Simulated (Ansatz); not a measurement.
# Fitting and testing ρ(T) of OsRu in the Bh ordering

Can the computed ρ(T) of OsRu in the Bh ordering be held by the Bloch–Grüneisen form, and does the fit predict a row it has not seen?

The resistivities were computed with Ansatz 0.2.0 (DFT PBEsol, scalar-relativistic, plane waves, PAW) from the linearised Boltzmann equation with harmonic phonons, on q 3×3×2, k 12×12×6, scattering 24×24×12; the fit below is done by hand on them.

The structure was built from a prototype and need not be the compound's stable phase.

## 1. What is given

Symmetry: P-6m2, No. 187, hexagonal system. Conventional cell: a = 2.708 Å, b = 2.708 Å, c = 4.283 Å, α = 90.00°, β = 90.00°, γ = 120.00°. Os on site c has 6 Ru at 2.65 Å and 6 Os at 2.71 Å as nearest neighbours. Around Ru on site f lie 6 Os at 2.65 Å and 6 Ru at 2.71 Å.

This is the relaxed cell of the run, from steps not shown here.

The mean resistivity of the three axes from 50 to 800 K, with one row held back; the colder rows stay outside the fit and test it at the end:

```
T (K)  ρ (μΩ cm)
   50     0.1386
   77     0.6534
  100        1.3
  150          ?
  200      4.365
  300      7.200
  400      9.913
  600      15.20
  800      20.42
```

No spin–orbit coupling, which matters for Os. The structure is a hand-built model.

## 2. The fit

Bloch and Grüneisen's form is ρ(T) = A (T/Θ)⁵ J₅(Θ/T), with J₅(z) the integral of x⁵/((eˣ − 1)(1 − e⁻ˣ)) from 0 to z. It goes as T⁵ far below Θ and as A T/(4Θ) far above. For a trial Θ the best A is the geometric mean of ρ/[(T/Θ)⁵ J₅] over the rows, and the scatter of that ratio measures the fit:

```
Θ (K)  A (μΩ cm)  scatter (%)
  232      17.63         41.1
  310      27.47         21.2
  350      33.80         10.6
  388      40.77          1.9
  426      48.81         10.2
  484      63.39         25.3
  582      95.58         49.6
```

The scatter is least at Θ = 388 K, with A = 40.77 μΩ cm (1.9 % r.m.s.).

```
T (K)  computed     fit
   50    0.1386  0.1430
   77    0.6534  0.6413
  100       1.3   1.260
  200     4.365   4.294
  300     7.200   7.193
  400     9.913   9.978
  600     15.20   15.40
  800     20.42   20.74
```

## 3. The row held back

At T = 150 K, Θ/T = 2.587, J₅ = 7.890 and (T/Θ)⁵ = 0.008636, so the fit gives 2.778 μΩ cm. The computed value is 2.857 μΩ cm: the fit is off by -2.76 %. Outside its range, at 20 K, it gives 0.00185 against 7.4e-4 μΩ cm computed, 2.50 times that; at that temperature the run's own test moves by 10 % between meshes in the component that moves most. Among the rows used, the largest miss is +3.2 %, at 50 K.

## 4. What the two numbers mean

Θ = 388 K is 1.52 times ħω_log/k_B (255 K) and 0.99 of the highest phonon frequency (391 K). The high-temperature slope of the fit, A/(4Θ), is 0.0263 μΩ cm/K. The same slope from the run's transport coupling and plasma energy, 2π k_B λ_tr/(ħ ε₀ ω_p²) with λ_tr = 0.479, 0.479, 0.456 (xx, yy, zz) and ħω_p = 8.17, 8.17, 8.93 (xx, yy, zz) eV, is 0.0269 μΩ cm/K in the mean of the axes, +2.5 % from it. For comparison, the computed rows rise by 0.0261 μΩ cm/K between the two hottest.

## 5. Results

| Item | Value |
| --- | --- |
| Θ | 388 K |
| A | 40.77 μΩ cm |
| scatter of the fit | 1.9 % |
| held-back row at 150 K, fit against computed | 2.778 against 2.857 μΩ cm |

Two numbers, Θ = 388 K and A = 40.8 μΩ cm, hold the computed ρ(T) from 50 to 800 K within 1.95 % r.m.s. and predict the held-back row within 2.76 %. At 20 K, outside the rows fitted, it gives 2.50 times the computed value. By the run's own test the resistivity at 300 K moves by 7 % between its two finest scattering meshes, in the component that moves most. The mean hides an anisotropy: at 300 K the components are 7.67, 7.67, 6.25 (xx, yy, zz) μΩ cm. Spin–orbit coupling is left out. The fit describes the calculation: impurities, thermal expansion, changes of phase and anharmonicity are in neither.

[Logs are printed without paths, hosts, clocks, repeated set-up lines and the standing remarks that a program may print on its own settings, such as how far it seeks lower states.]

[Hosts, paths, dates, database ids (printed as entryN), source tags and the programs' standing remarks are cut or masked in the printed files.]
